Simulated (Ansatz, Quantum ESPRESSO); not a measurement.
# NbH2 (Fm-3m): zone-centre phonons

Wanted: the vibrations of NbH2 (Fm-3m) at Γ, by two programs.

Method: DFT PBEsol, scalar-relativistic, plane waves, PseudoDojo norm-conserving pseudopotentials, in Quantum ESPRESSO 7.5.

Most raw output is cut from this account.

## (1) Set-up

The structure is cubic, space group Fm-3m (No. 225). The conventional cell has a = 4.563 Å, b = 4.563 Å, c = 4.563 Å, α = 90.00°, β = 90.00°, γ = 90.00°. Nearest to Nb lie 8 H at 1.98 Å. Nearest to H lie 4 Nb at 1.98 Å. Farther neighbours are not listed.

## (2) A probe with smearing

Before anything dear is run, a loose run with smearing shows whether this is a metal and how far the cell is from rest.

Contents of probe.in:

```
&CONTROL
  calculation = 'scf'
  prefix      = 'x'
  outdir      = './tmp'
  pseudo_dir  = './pseudo'
  tprnfor     = .true.
  tstress     = .true.
  verbosity   = 'high'
/
&SYSTEM
  ibrav       = 0
  nat         = 3
  ntyp        = 2
  ecutwfc     = 74.0
  occupations = 'smearing'
  smearing    = 'gaussian'
  degauss     = 0.01
/
&ELECTRONS
  conv_thr         = 1.0d-07
  mixing_beta      = 0.7
  electron_maxstep = 100
/
ATOMIC_SPECIES
 Nb     92.9064  Nb.upf
 H       1.0080  H.upf
CELL_PARAMETERS angstrom
    -2.281500000    0.000000000    2.281500000
     0.000000000    2.281500000    2.281500000
    -2.281500000    2.281500000    0.000000000
ATOMIC_POSITIONS crystal
 Nb     0.000000000   0.000000000   0.000000000
 H      0.750000000   0.750000000   0.750000000
 H      0.250000000   0.250000000   0.250000000
K_POINTS automatic
 6 6 6 0 0 0
```

The run is started by

```bash
OMP_NUM_THREADS=1 mpirun -n 4 pw.x -nk 4 -in probe.in > probe.out
```

Elapsed: 2 s, on 4 MPI ranks of Arm Neoverse V1, shared host; 7.7 s of CPU time.

Numbers from this step:

* volume per atom: 7.917 Å³
* pressure: -6.078 GPa
* gap on the k-mesh: 0 eV

No gap opens on this mesh, so smearing is kept; the start stands at -6.1 GPa.

## (3) Relaxation

The harmonic expansion starts where the forces on the atoms vanish, and stress shifts the frequencies, so cell and atoms are relaxed with tight thresholds.

Contents of relax.in:

```
&CONTROL
  calculation   = 'vc-relax'
  prefix        = 'x'
  outdir        = './tmp'
  pseudo_dir    = './pseudo'
  tprnfor       = .true.
  tstress       = .true.
  forc_conv_thr = 2.0d-05
  etot_conv_thr = 1.0d-07
  nstep         = 40
/
&SYSTEM
  ibrav       = 0
  nat         = 3
  ntyp        = 2
  ecutwfc     = 74.0
  occupations = 'smearing'
  smearing    = 'mv'
  degauss     = 0.02
/
&ELECTRONS
  conv_thr         = 1.0d-11
  mixing_beta      = 0.7
  electron_maxstep = 100
/
&IONS
/
&CELL
  press_conv_thr = 0.1
/
ATOMIC_SPECIES
 Nb     92.9064  Nb.upf
 H       1.0080  H.upf
CELL_PARAMETERS angstrom
    -2.281500000    0.000000000    2.281500000
     0.000000000    2.281500000    2.281500000
    -2.281500000    2.281500000    0.000000000
ATOMIC_POSITIONS crystal
 Nb     0.000000000   0.000000000   0.000000000
 H      0.750000000   0.750000000   0.750000000
 H      0.250000000   0.250000000   0.250000000
K_POINTS automatic
 12 12 12 0 0 0
```

The run is started by

```bash
OMP_NUM_THREADS=1 mpirun -n 4 pw.x -nk 4 -in relax.in > relax.out
```

Run time: 27 s. Hardware: 4 MPI ranks.

Step by step:

```csv
step,energy less that of the first step (eV),largest force (eV/Å),pressure (GPa),volume (Å³)
1,0.0000,0.0000,-5.78,23.75
2,-0.0134,0.0000,-0.29,23.06
3,-0.0134,0.0000,0.01,23.02
4,-0.0134,0.0000,0.00,23.02
5,-0.0116,0.0000,-0.15,23.02
```

```csv
"conventional cell, symmetrised",before,after,change
a (Å),4.563,4.516,-1.0 %
b (Å),4.563,4.516,-1.0 %
c (Å),4.563,4.516,-1.0 %
volume (Å³/atom),7.92,7.67,-3.1 %
```

Final coordinates:

```xyz
3
Lattice="-2.2580 0.0000 2.2580 0.0000 2.2580 2.2580 -2.2580 2.2580 0.0000" Properties=species:S:1:pos:R:3 pbc="T T T"
Nb    0.0000    0.0000    0.0000
H    -3.3870    3.3870    3.3870
H    -1.1290    1.1290    1.1290
```

The last row of the table of steps is pw.x's closing run on a basis chosen anew for the final cell, so its energy can jump.

Numbers from this step:

| Quantity | Value |
| --- | --- |
| volume per atom | 7.675 Å³ |
| pressure | -0.146 GPa |

The volume changes by -3.1 % from the cell with which this run began.

## (4) Self-consistent run for the response

The response is built on this ground state, so it is converged far tighter than an energy would need. Smearing stays on, as the first look found no gap above 0.3 eV.

Contents of scf.in:

```
&CONTROL
  calculation = 'scf'
  prefix      = 'x'
  outdir      = './tmp'
  pseudo_dir  = './pseudo'
  tprnfor     = .true.
  tstress     = .true.
/
&SYSTEM
  ibrav       = 0
  nat         = 3
  ntyp        = 2
  ecutwfc     = 74.0
  occupations = 'smearing'
  smearing    = 'mv'
  degauss     = 0.02
/
&ELECTRONS
  conv_thr         = 1.0d-12
  mixing_beta      = 0.7
  electron_maxstep = 100
/
ATOMIC_SPECIES
 Nb     92.9064  Nb.upf
 H       1.0080  H.upf
CELL_PARAMETERS angstrom
    -2.257979159    0.000000000    2.257979159
     0.000000000    2.257979159    2.257979159
    -2.257979159    2.257979159    0.000000000
ATOMIC_POSITIONS crystal
 Nb     0.000000000   0.000000000   0.000000000
 H      0.750000000   0.750000000   0.750000000
 H      0.250000000   0.250000000   0.250000000
K_POINTS automatic
 12 12 12 0 0 0
```

The run is started by

```bash
OMP_NUM_THREADS=1 mpirun -n 4 pw.x -nk 4 -in scf.in > scf.out
```

Elapsed: 6.7 s, on 4 MPI ranks; 26 s of CPU time.

The cell stands at -0.15 GPa, close enough for phonons.

## (5) Zone-centre response

At q = 0 one unit cell holds all displacements; symmetry groups them into irreducible representations that are solved one by one. With smeared occupations no response to a homogeneous field can be asked.

Contents of ph.in:

```
phonons
&INPUTPH
  prefix       = 'x'
  outdir       = './tmp'
  fildyn       = 'g.dyn'
  tr2_ph       = 1.0d-18
  alpha_mix(1) = 0.4
  nmix_ph      = 8
/
0.000000000 0.000000000 0.000000000
```

The run is started by

```bash
OMP_NUM_THREADS=1 mpirun -n 4 ph.x -nk 4 -in ph.in > ph.out
```

The job ended after 2.3 min (4 MPI ranks).

Read from the output:

| Property | Result |
| --- | --- |
| largest acoustic frequency at the zone centre before the sum rule | -7.7 cm⁻¹ |
| highest optical zone-centre mode (no LO-TO term) | 1294 cm⁻¹ |
| lowest optical zone-centre mode | 1117 cm⁻¹ |

The acoustic modes at Γ come out as far as 7.7 cm⁻¹ from zero, where they should vanish, a small numerical error.

## (6) Zone-centre analysis

A rigid shift of the crystal must cost nothing, but grids and finite bases break this; the acoustic sum rule is imposed before the matrix is diagonalised again.

Contents of dynmat.in:

```
&INPUT
  fildyn = 'g.dyn'
  asr    = 'simple'
  fileig = 'dynmat.eig'
/
```

The run is started by

```bash
dynmat.x -in dynmat.in > dynmat.out
```

The job ended after 0.45 s (1 thread).

Read from the output:

| Item | Value |
| --- | --- |
| lowest optical zone-centre mode | 1118 cm⁻¹ |

Unit eigenvectors of the mass-weighted matrix after the sum rule; no LO-TO term. The modes at Γ (shares of kinetic energy by element, %):

```csv
mode,frequency (cm⁻¹),symmetry,Nb %,H %
1,0.0,acoustic,98,2
2,0.0,acoustic,98,2
3,0.0,acoustic,98,2
4,1117.6,T1u,2,98
5,1117.6,T1u,2,98
6,1117.6,T1u,2,98
7,1294.4,T2g,0,100
8,1294.4,T2g,0,100
9,1294.4,T2g,0,100
```

Displacements in mode 6 (1117.6 cm⁻¹), the largest set to 1:
```
Nb1  0.00  0.00 -0.02
H2   0.00  0.00  1.00
H3   0.00  0.00  1.00
```

Displacements in mode 7 (1294.4 cm⁻¹), the largest set to 1:
```
Nb1  0.00  0.00  0.00
H2   0.00  0.00  1.00
H3   0.00  0.00 -1.00
```

The rule also moves an optical mode by 0.4 cm⁻¹.

## (7) Sum rules set otherwise (asr crystal)

The rule can be imposed in more than one way; the choices should agree where the raw error is small.

Contents of dynmat.in:

```
&INPUT
  fildyn = 'g.dyn'
  asr    = 'crystal'
  fileig = 'dynmat.eig'
/
```

The run is started by

```bash
dynmat.x -in dynmat.in > dynmat.out
```

Wall time 0.45 s (1 thread).

Numbers from this step:

- lowest optical zone-centre mode: 1117 cm⁻¹

Zone-centre frequencies as printed; negative means imaginary. Modes:

```
mode  frequency (cm⁻¹)
   1                 0
   2                 0
   3                 0
   4              1117
   5              1117
   6              1117
   7              1294
   8              1294
   9              1294
```

Against the first rule no mode moves by more than 0.5 cm⁻¹.

## (8) Sum rules set otherwise (asr no)

Without the rule the raw error of the acoustic modes shows.

Contents of dynmat.in:

```
&INPUT
  fildyn = 'g.dyn'
  asr    = 'no'
  fileig = 'dynmat.eig'
/
```

The run is started by

```bash
dynmat.x -in dynmat.in > dynmat.out
```

Run time: 0.45 s. Hardware: 1 thread.

Zone-centre frequencies as printed; negative means imaginary. Modes:

```
mode  frequency (cm⁻¹)
   1              -7.7
   2              -7.7
   3              -7.7
   4              1117
   5              1117
   6              1117
   7              1294
   8              1294
   9              1294
```

Against the first rule no mode moves by more than 7.8 cm⁻¹.

## (9) Cross-check with Ansatz

A second program on the same cell, potentials, cutoff and meshes tests the implementation of the phonon response, not its convergence. Its k mesh is centred on Γ.

This step: DFT PBEsol, scalar-relativistic, plane waves, PseudoDojo norm-conserving pseudopotentials (Ansatz 0.2.0).

Contents of input.yaml:

```yaml
crystal:
  lattice:
    - [-2.257979159, 0.0, 2.257979159]
    - [0.0, 2.257979159, 2.257979159]
    - [-2.257979159, 2.257979159, 0.0]
  atoms:
    - { symbol: Nb, position: [0.0, 0.0, 0.0] }
    - { symbol: H, position: [0.75, 0.75, 0.75] }
    - { symbol: H, position: [0.25, 0.25, 0.25] }
kpoints:
  mp_grid: { grid: [12, 12, 12] }
hamiltonian:
  xc: pbesol
  pseudopotentials: { kind: nc, accuracy: standard }
scf:
  occupations: { method: cold, width: 0.27211 }
output:
  eigenvalues: true
basis:
  ecutwfc: 1006.821
phonons:
  method: dfpt
```

The run is started by

```bash
ansatz run input.yaml --threads 4 --pin off --max-ram 8192MiB --backend cpu --events-out ev --progress --plain --runs-dir out
```

Elapsed: 10 s, on 4 threads; peak memory 0.65 GiB; 39 s of CPU time.

Read from the output:

- sum-rule residual before enforcement: 1.69e-4 eV/Å²
- lowest optical zone-centre mode: 1118 cm⁻¹

## (10) The two compared: QE PseudoDojo and Ansatz, PseudoDojo

Numbers from this step:

```
root-mean-square difference : 0.02 cm⁻¹
largest difference          : 0.02 cm⁻¹
```

Frequencies side by side, by row:

```csv
q (reciprocal lattice),mode,QE PseudoDojo (cm⁻¹),"Ansatz, PseudoDojo (cm⁻¹)"
0 0 0,1,0,0
0 0 0,2,0,0
0 0 0,3,0,0
0 0 0,4,1118,1118
0 0 0,5,1118,1118
0 0 0,6,1118,1118
0 0 0,7,1294,1294
0 0 0,8,1294,1294
0 0 0,9,1294,1294
```

At the zone centre the largest difference (acoustic modes at Γ apart) is 0.002 % of the highest mode.

## (11) Results

| Item | Value |
| --- | --- |
| space group after relaxation | Fm-3m |
| volume per atom | 7.67 Å³ |
| highest optical zone-centre mode (no LO-TO term) | 1294 cm⁻¹ |
| lowest optical zone-centre mode | 1118 cm⁻¹ |
| imaginary optical modes at the zone centre (no q mesh in this session) | none |
| largest difference from Ansatz, PseudoDojo | 0.02 cm⁻¹ |

In words: At the PBEsol level the optical modes of NbH2 (Fm-3m) at the zone centre run from 1118 to 1294 cm⁻¹. Of the 6 optical modes, 3 are infrared active alone and 3 are Raman active alone; inversion symmetry keeps the two sets apart. QE PseudoDojo and Ansatz, PseudoDojo agree to 0.02 cm⁻¹ (0.002 % of the highest mode compared) on all solved modes but the acoustic ones at Γ, without the LO-TO term. These are harmonic frequencies at zero temperature: anharmonic shifts and linewidths and thermal expansion are left out. In a metal the frequencies hang on the k mesh and the smearing, most of all near Kohn anomalies. The runs are without spin polarisation, although the cell has an odd electron count or an open d or f shell, so a magnetic state was not tested. The relaxation ran at 74 Ry, under the 82 Ry recommended for these files; the stress of so short a basis can leave the cell about one per cent too small. Ansatz warns that the cutoff lies 10 % under the one recommended for these files; agreement at one cutoff is not convergence.

[Host names and launcher messages were left out of these logs when they were recorded.]

[Logs are printed without paths, hosts, clocks, repeated set-up lines and the standing remarks that a program may print on its own settings, such as how far it seeks lower states.]

[Hosts, paths, dates, database ids (printed as entryN), source tags and the programs' standing remarks are cut or masked in the printed files.]
